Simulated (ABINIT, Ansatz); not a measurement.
**Converging GW for Ba2CaMoO6 (Fm-3m) in ABINIT**

Aim: raise bands and screening cutoff together for Ba2CaMoO6 (Fm-3m) and follow gap and time.

Program: ABINIT 10.8.3. Level of theory: LDA and many-body steps on it, plane waves. Results are calculated unless marked as measured.

## (1) Set-up

Symmetry: Fm-3m, No. 225, cubic system. The conventional cell has a = 8.380 Å, b = 8.380 Å, c = 8.380 Å, α = 90.00°, β = 90.00°, γ = 90.00°. Nearest to Ba lie 12 O at 2.97 Å. Nearest to Ca lie 6 O at 2.28 Å. Nearest to Mo lie 6 O at 1.91 Å. Nearest to O lie 1 Mo at 1.91 Å and 1 Ca at 2.28 Å and 4 Ba at 2.97 Å. Farther neighbours and most contacts between anions are not listed.

The cell and positions come from the Crystallography Open Database and are kept as given unless a step says otherwise. Spin-orbit coupling is left out unless a step names it.

## (2) Empty states on the mesh, 2×2×2 mesh, 525 bands

This step: ABINIT 10.8.3; DFT, LDA, plane waves, norm-conserving pseudopotentials.

The sums over transitions need many empty states on a uniform mesh; this step solves for them.

The input, run.abi:

```
acell 3*1.0 Angstrom
rprim 
  -0.000000000000 4.190056500000 4.190056500000
  4.190056500000 -0.000000000000 4.190056500000
  4.190056500000 4.190056500000 -0.000000000000
ntypat 4
znucl 56 20 42 8
natom 10
typat 1 1 2 3 4 4 4 4 4 4
xred 
  0.250000000000 0.250000000000 0.250000000000
  0.750000000000 0.750000000000 0.750000000000
  0.000000000000 0.000000000000 0.000000000000
  0.500000000000 0.500000000000 0.500000000000
  0.728140000000 0.271860000000 0.271860000000
  0.271860000000 0.728140000000 0.271860000000
  0.271860000000 0.728140000000 0.728140000000
  0.728140000000 0.271860000000 0.728140000000
  0.271860000000 0.271860000000 0.728140000000
  0.728140000000 0.728140000000 0.271860000000
pp_dirpath "pseudos"
pseudos "Ba.upf, Ca.upf, Mo.upf, O.upf"
ecut 36
ngkpt 2 2 2
nshiftk 1
shiftk 0 0 0
kptopt 1
chksymbreak 0
iscf -2
irdden 1
istwfk *1
nband 525
nbdbuf 46
tolwfr 1e-09
nstep 60
prtvol 0
indata_prefix "in"
outdata_prefix "out"
tmpdata_prefix "tmp"
```

Started as:

```bash
OMP_NUM_THREADS=1 mpirun -n 3 abinit run.abi > log
```

Numbers of over 12 decimals in the logs are rounded to 6 here.

What it wrote:

```text
.Version 10.8.3 of ABINIT. v10.8.2 released Aug 2026.

 Symmetries : space group Fm -3 m (#225); Bravais cF (face-center cubic)
[... echo of the input left out ...]
== DATASET  1 ==================================================================
-   mpi_nproc: 3, omp_nthreads: 1 (-1 if OMP is not activated)

--- !DatasetInfo
iteration_state: {dtset: 1, }
dimensions: {natom: 10, nkpt: 3, mband: 525, nsppol: 1, nspinor: 1, nspden: 1, mpw: 10272, }
cutoff_energies: {ecut:  36.0, pawecutdg:  -1.0, }
[...]
4.35850    4.36774    4.38425    4.38425    4.38425    4.38453    4.38453    4.38453
   4.39440    4.39440    4.41826    4.44276    4.44282    4.44319    4.47155    4.47301
   4.48604    4.48795    4.48987    4.49084    4.49359
 prteigrs : prtvol=0 or 1, do not print more k-points.

== END DATASET(S) ==============================================================
================================================================================

 -outvars: echo values of variables after computation  --------
            nband         525
             nkpt           3
          spgroup         225
 [... the other variables as echoed above ...]

 Calculation completed.
```

Elapsed: 8.7 min, on 3 MPI ranks of Arm Neoverse V1, shared host; peak memory 0.6 GiB.

This step gave:

```
gap                                                           : 2.125 eV
k of the valence top                                          : 0, 0, 0
k of the conduction bottom                                    : 0.5, 0.5, 0
least direct gap                                              : 2.190 eV
k points computed                                             : 3
lowest point of the top converged band, above the valence top : 109.1068 eV
```

On this mesh the gap is 2.125 eV.

The density comes from a self-consistent run that is not shown.

## (3) Screening, 2×2×2 mesh, 94 bands, screening to 76.2 eV

The RPA dielectric matrix is built and inverted for each q.

This step: RPA screening on LDA, plane waves, norm-conserving pseudopotentials.

run.abi, as its differences from that of step 2:

```diff
@@ -28,10 +28,11 @@
 chksymbreak 0
-iscf -2
-irdden 1
 istwfk *1
-nband 525
-nbdbuf 46
-tolwfr 1e-09
-nstep 60
-prtvol 0
+occopt 1
+irdwfk 1
+optdriver 3
+nband 94
+ecuteps 2.8
+inclvkb 2
+awtr 1
+symchi 1
 indata_prefix "in"
```

Started as:

```bash
OMP_NUM_THREADS=1 mpirun -n 4 abinit run.abi > log
```

What it wrote:

```text
.Version 10.8.3 of ABINIT. v10.8.2 released Aug 2026.

 Symmetries : space group Fm -3 m (#225); Bravais cF (face-center cubic)
[... echo of the input left out ...]
== DATASET  1 ==================================================================
-   mpi_nproc: 4, omp_nthreads: 1 (-1 if OMP is not activated)

--- !DatasetInfo
iteration_state: {dtset: 1, }
dimensions: {natom: 10, nkpt: 3, mband: 94, nsppol: 1, nspinor: 1, nspden: 1, mpw: 10272, }
cutoff_energies: {ecut:  36.0, pawecutdg:  -1.0, }
electrons: {nelect:   8.00000000E+01, charge:   0.00000000E+00, occopt:   1.00000000E+00, tsmear:   1.00000000E-02, }

 SCREENING: Calculation of the susceptibility and dielectric matrices

 Based on a program developped by R.W. Godby, V. Olevano, G. Onida, and L. Reining.
 Incorporated in ABINIT by V. Olevano, G.-M. Rignanese, and M. Torrent.
.Using double precision arithmetic ; gwpc =  8

[... cell and pseudopotentials left out ...]
--------------------------------------------------------------------------------

 ==== K-mesh for the wavefunctions ====
 Number of points in the irreducible wedge :     3
[... list of points left out ...]
 Together with 48 symmetry operations and time-reversal symmetry
 yields     8 points in the full Brillouin Zone.

 ==== Q-mesh for the screening function ====
 Number of points in the irreducible wedge :     3
[... list of points left out ...]
 Together with 48 symmetry operations and time-reversal symmetry
 yields     8 points in the full Brillouin Zone.

 setmesh: FFT mesh size selected  =    40x   40x   40
          total number of points  =        64000

 vcoul_init : cutoff-mode = AUXILIARY_FUNCTION
 q-points for optical limit:   1
     1)      0.000010    0.000020    0.000030

- screening: taking advantage of time-reversal symmetry
- Maximum band index for partially occupied states nbvw = 40
- Remaining bands to be divided among processors   nbcw = 54
- Number of bands treated by each node ~13

 Number of electrons calculated from density =   80.0000; Expected =   80.0000
 average of density, n =  0.080576
 r_s =    1.4363
 omega_plasma =   27.3815 [eV]

 calculating chi0 at frequencies [eV] :
  1    0.000000E+00    0.000000E+00
  2    0.000000E+00    2.738152E+01

--------------------------------------------------------------------------------
  q-point number  1        q = ( 0.000000, 0.000000, 0.000000) [r.l.u.]
--------------------------------------------------------------------------------
[... chi0 elements left out ...]
 For q-point:  0.000010 0.000020 0.000030
  dielectric constant =   5.2745
  dielectric constant without local fields =   6.3643

  Average fulfillment of the sum rule on Im[epsilon] for q-point    1 :     35.85  [%]
[... wings left out ...]
  q-point number  2        q = ( 0.500000, 0.000000, 0.000000) [r.l.u.]
--------------------------------------------------------------------------------
[... chi0 elements left out ...]
  Average fulfillment of the sum rule on Im[epsilon] for q-point    2 :     44.64  [%]

 [... 1 further q-points ...]
```

Run time: 31 s. Hardware: 4 MPI ranks; peak memory 1.6 GiB; 2.1 min of CPU time.

This step gave:

```
ε∞ with local fields, on this mesh, along the program's q direction : 5.274
the same without local fields                                       : 6.364
plasma frequency                                                    : 27.38 eV
plane waves in the screening matrix                                 : 229
```

Local fields lower ε∞ by 17 %. On a Γ-centred mesh this coarse the value itself is usually too large, while a short band sum pulls it down.

## (4) 94 bands, 76.2 eV

The self-energy is evaluated for the states that the input lists, and the levels follow from it, in one-shot runs by the linearised quasiparticle equation.

This step: G0W0 on LDA, plane waves, norm-conserving pseudopotentials.

run.abi, as its differences from that of step 3:

```diff
@@ -31,8 +31,17 @@
 irdwfk 1
-optdriver 3
+optdriver 4
 nband 94
+gwcalctyp 0
+ecutsigx 36
+symsigma 1
+nkptgw 2
+kptgw 
+  0.0000000000 0.0000000000 0.0000000000
+  0.5000000000 0.5000000000 0.0000000000
+bdgw 
+  38 43
+  38 43
 ecuteps 2.8
-inclvkb 2
-awtr 1
-symchi 1
+irdscr 1
+ppmodel 1
 indata_prefix "in"
```

What it wrote:

```text
.Version 10.8.3 of ABINIT. v10.8.2 released Aug 2026.

 Symmetries : space group Fm -3 m (#225); Bravais cF (face-center cubic)
[... echo of the input left out ...]
== DATASET  1 ==================================================================
-   mpi_nproc: 4, omp_nthreads: 1 (-1 if OMP is not activated)

--- !DatasetInfo
iteration_state: {dtset: 1, }
dimensions: {natom: 10, nkpt: 3, mband: 94, nsppol: 1, nspinor: 1, nspden: 1, mpw: 10272, }
cutoff_energies: {ecut:  36.0, pawecutdg:  -1.0, }
electrons: {nelect:   8.00000000E+01, charge:   0.00000000E+00, occopt:   1.00000000E+00, tsmear:   1.00000000E-02, }

 SIGMA: Calculation of the GW corrections

 Based on a program developped by R.W. Godby, V. Olevano, G. Onida, and L. Reining.
 Incorporated in ABINIT by V. Olevano, G.-M. Rignanese, and M. Torrent.
.Using double precision arithmetic ; gwpc =  8

[... cell and pseudopotentials left out ...]
--------------------------------------------------------------------------------

 ==== K-mesh for the wavefunctions ====
 Number of points in the irreducible wedge :     3
[... list of points left out ...]
 Together with 48 symmetry operations and time-reversal symmetry
 yields     8 points in the full Brillouin Zone.

 ==== Q-mesh for screening function ====
 Number of points in the irreducible wedge :     3
[... list of points left out ...]
 Together with 48 symmetry operations and time-reversal symmetry
 yields     8 points in the full Brillouin Zone.

 vcoul_init : cutoff-mode = AUXILIARY_FUNCTION
 q-points for optical limit:   1
     1)      0.000010    0.000020    0.000030
 setmesh: FFT mesh size selected  =    64x   64x   64
          total number of points  =       262144

 Number of electrons calculated from density =   80.0000; Expected =   80.0000
 average of density, n =  0.080576
 r_s =    1.4363
 omega_plasma =   27.3815 [eV]

 === KS Band Gaps ===
  >>>> For spin  1
   Minimum direct gap =   2.1900 [eV], located at k-point      :   0.5000  0.5000  0.0000
   Fundamental gap    =   2.1254 [eV], Top of valence bands at :   0.0000  0.0000  0.0000
                                       Bottom of conduction at :   0.5000  0.5000  0.0000
 SIGMA fundamental parameters:
 PLASMON POLE MODEL  1
 number of plane-waves for SigmaX                10177
 number of plane-waves for SigmaC and W            229
 number of plane-waves for wavefunctions         10177
 number of bands                                    94
 number of independent spin polarizations            1
 number of spinorial components                      1
 number of k-points in IBZ                           3
 number of q-points in IBZ                           3
 number of symmetry operations                      48
 number of k-points in BZ                            8
 number of q-points in BZ                            8
 number of frequencies for dSigma/dE                 9
 frequency step for dSigma/dE [eV]                0.25
 number of omega for Sigma on real axis              0
 max omega for Sigma on real axis  [eV]           0.00
 zcut for avoiding poles [eV]                     0.10

 EPSILON^-1 parameters (SCR file):
 dimension of the eps^-1 matrix on file            229
 dimension of the eps^-1 matrix used               229
 number of plane-waves for wavefunctions         10177
 number of bands                                    94
 number of q-points in IBZ                           3
 number of frequencies                               2
 number of real frequencies                          1
 number of imag frequencies                          1

 matrix elements of self-energy operator (all in [eV])

 Perturbative Calculation

--- !SelfEnergy_ee
iteration_state: {dtset: 1, }
kpoint     : [   0.000,    0.000,    0.000, ]
spin       : 1
KS_gap     :    2.520
QP_gap     :    4.409
Delta_QP_KS:    1.890
data: !SigmaeeData |
     Band     E0 <VxcDFT>   SigX SigC(E0)      Z dSigC/dE  Sig(E)    E-E0       E
       38   5.663 -19.542 -24.189   5.053   0.767  -0.304 -19.230   0.311   5.974
       39   5.663 -19.542 -24.189   5.053   0.767  -0.304 -19.230   0.311   5.974
       40   5.663 -19.542 -24.189   5.053   0.767  -0.304 -19.230   0.311   5.974
       41   8.183 -17.434 -12.160  -2.537   0.804  -0.244 -15.234   2.201  10.383
       42   8.183 -17.434 -12.160  -2.537   0.804  -0.244 -15.234   2.201  10.383
       43   8.183 -17.434 -12.160  -2.537   0.804  -0.244 -15.234   2.201  10.383

--- !SelfEnergy_ee
iteration_state: {dtset: 1, }
kpoint     : [   0.500,    0.500,    0.000, ]
spin       : 1
KS_gap     :    2.190
QP_gap     :    4.093
Delta_QP_KS:    1.903
data: !SigmaeeData |
     Band     E0 <VxcDFT>   SigX SigC(E0)      Z dSigC/dE  Sig(E)    E-E0       E
[...]
41   7.788 -16.723 -11.112  -2.887   0.811  -0.233 -14.513   2.210   9.998
       42   8.987 -19.494 -13.929  -2.627   0.782  -0.279 -17.196   2.297  11.284
       43   8.987 -19.494 -13.929  -2.627   0.782  -0.279 -17.196   2.297  11.284

== END DATASET(S) ==============================================================
================================================================================

 -outvars: echo values of variables after computation  --------
           etotal      0.0000000000E+00
            nband          94
             nkpt           3
          spgroup         225
 [... the other variables as echoed above ...]

 Calculation completed.
```

Elapsed: 9.8 s, on 4 MPI ranks; peak memory 1.6 GiB; 39 s of CPU time.

This step gave:

- G0W0 gap on the points computed: 4.024 eV
- starting gap on the mesh: 2.125 eV
- k of the valence top: 0, 0, 0
- k of the conduction bottom: 0.5, 0.5, 0
- Z at the valence top: 0.767
- Z at the conduction bottom: 0.811
- least direct G0W0 gap on the computed points: 4.093 eV

The gap on the mesh goes from 2.13 eV to 4.02 eV, a correction of +1.90 eV.

## (5) Screening, 2×2×2 mesh, 219 bands, screening to 141.5 eV

This step: RPA screening on LDA, plane waves, norm-conserving pseudopotentials.

run.abi, as its differences from that of step 4:

```diff
@@ -31,17 +31,8 @@
 irdwfk 1
-optdriver 4
-nband 94
-gwcalctyp 0
-ecutsigx 36
-symsigma 1
-nkptgw 2
-kptgw 
-  0.0000000000 0.0000000000 0.0000000000
-  0.5000000000 0.5000000000 0.0000000000
-bdgw 
-  38 43
-  38 43
-ecuteps 2.8
-irdscr 1
-ppmodel 1
+optdriver 3
+nband 219
+ecuteps 5.2
+inclvkb 2
+awtr 1
+symchi 1
 indata_prefix "in"
```

What it wrote:

```text
.Version 10.8.3 of ABINIT. v10.8.2 released Aug 2026.

 Symmetries : space group Fm -3 m (#225); Bravais cF (face-center cubic)
[... echo of the input left out ...]
== DATASET  1 ==================================================================
-   mpi_nproc: 4, omp_nthreads: 1 (-1 if OMP is not activated)

--- !DatasetInfo
iteration_state: {dtset: 1, }
dimensions: {natom: 10, nkpt: 3, mband: 219, nsppol: 1, nspinor: 1, nspden: 1, mpw: 10272, }
cutoff_energies: {ecut:  36.0, pawecutdg:  -1.0, }
electrons: {nelect:   8.00000000E+01, charge:   0.00000000E+00, occopt:   1.00000000E+00, tsmear:   1.00000000E-02, }

 SCREENING: Calculation of the susceptibility and dielectric matrices

 Based on a program developped by R.W. Godby, V. Olevano, G. Onida, and L. Reining.
 Incorporated in ABINIT by V. Olevano, G.-M. Rignanese, and M. Torrent.
.Using double precision arithmetic ; gwpc =  8

[... cell and pseudopotentials left out ...]
--------------------------------------------------------------------------------

 ==== K-mesh for the wavefunctions ====
 Number of points in the irreducible wedge :     3
[... list of points left out ...]
 Together with 48 symmetry operations and time-reversal symmetry
 yields     8 points in the full Brillouin Zone.

 ==== Q-mesh for the screening function ====
 Number of points in the irreducible wedge :     3
[... list of points left out ...]
 Together with 48 symmetry operations and time-reversal symmetry
 yields     8 points in the full Brillouin Zone.

 setmesh: FFT mesh size selected  =    45x   45x   45
          total number of points  =        91125

 vcoul_init : cutoff-mode = AUXILIARY_FUNCTION
 q-points for optical limit:   1
     1)      0.000010    0.000020    0.000030

- screening: taking advantage of time-reversal symmetry
- Maximum band index for partially occupied states nbvw = 40
- Remaining bands to be divided among processors   nbcw = 179
- Number of bands treated by each node ~44

 Number of electrons calculated from density =   80.0000; Expected =   80.0000
 average of density, n =  0.080576
 r_s =    1.4363
 omega_plasma =   27.3815 [eV]

 calculating chi0 at frequencies [eV] :
  1    0.000000E+00    0.000000E+00
  2    0.000000E+00    2.738152E+01

--------------------------------------------------------------------------------
  q-point number  1        q = ( 0.000000, 0.000000, 0.000000) [r.l.u.]
--------------------------------------------------------------------------------
[... chi0 elements left out ...]
 For q-point:  0.000010 0.000020 0.000030
  dielectric constant =   5.2802
  dielectric constant without local fields =   6.4579

  Average fulfillment of the sum rule on Im[epsilon] for q-point    1 :     64.74  [%]
[... wings left out ...]
  q-point number  2        q = ( 0.500000, 0.000000, 0.000000) [r.l.u.]
--------------------------------------------------------------------------------
[... chi0 elements left out ...]
  Average fulfillment of the sum rule on Im[epsilon] for q-point    2 :     69.86  [%]

 [... 1 further q-points ...]
```

Elapsed: 1.8 min, on 4 MPI ranks; peak memory 2.5 GiB.

Numbers from this step:

| Property | Result |
| --- | --- |
| ε∞ with local fields, on this mesh, along the program's q direction | 5.280 |
| the same without local fields | 6.458 |
| plasma frequency | 27.38 eV |
| plane waves in the screening matrix | 537 |

[end of part 1 of 2]

[Paths, hosts, dates, memory and timing lines, banners, echoed tables and standing remarks are left out of the program output.]

[Logs are printed without paths, hosts, clocks, repeated set-up lines and the standing remarks that a program may print on its own settings, such as how far it seeks lower states.]

[Runs of the session that timed out or met a known fault of the program may be left out.]

[Hosts, paths, dates, database ids (printed as entryN), source tags and the programs' standing remarks are cut or masked in the printed files.]

[G0W0 gaps are taken among the corrected bands and points alone; a level outside them can change the order at an edge.]

[Where Ansatz stands beside ABINIT at settings called matched, ABINIT's density can come from a denser mesh and the files from another edition; pairs whose starting gaps differed by over 0.03 eV were left out, so agreement reads better than it is.]
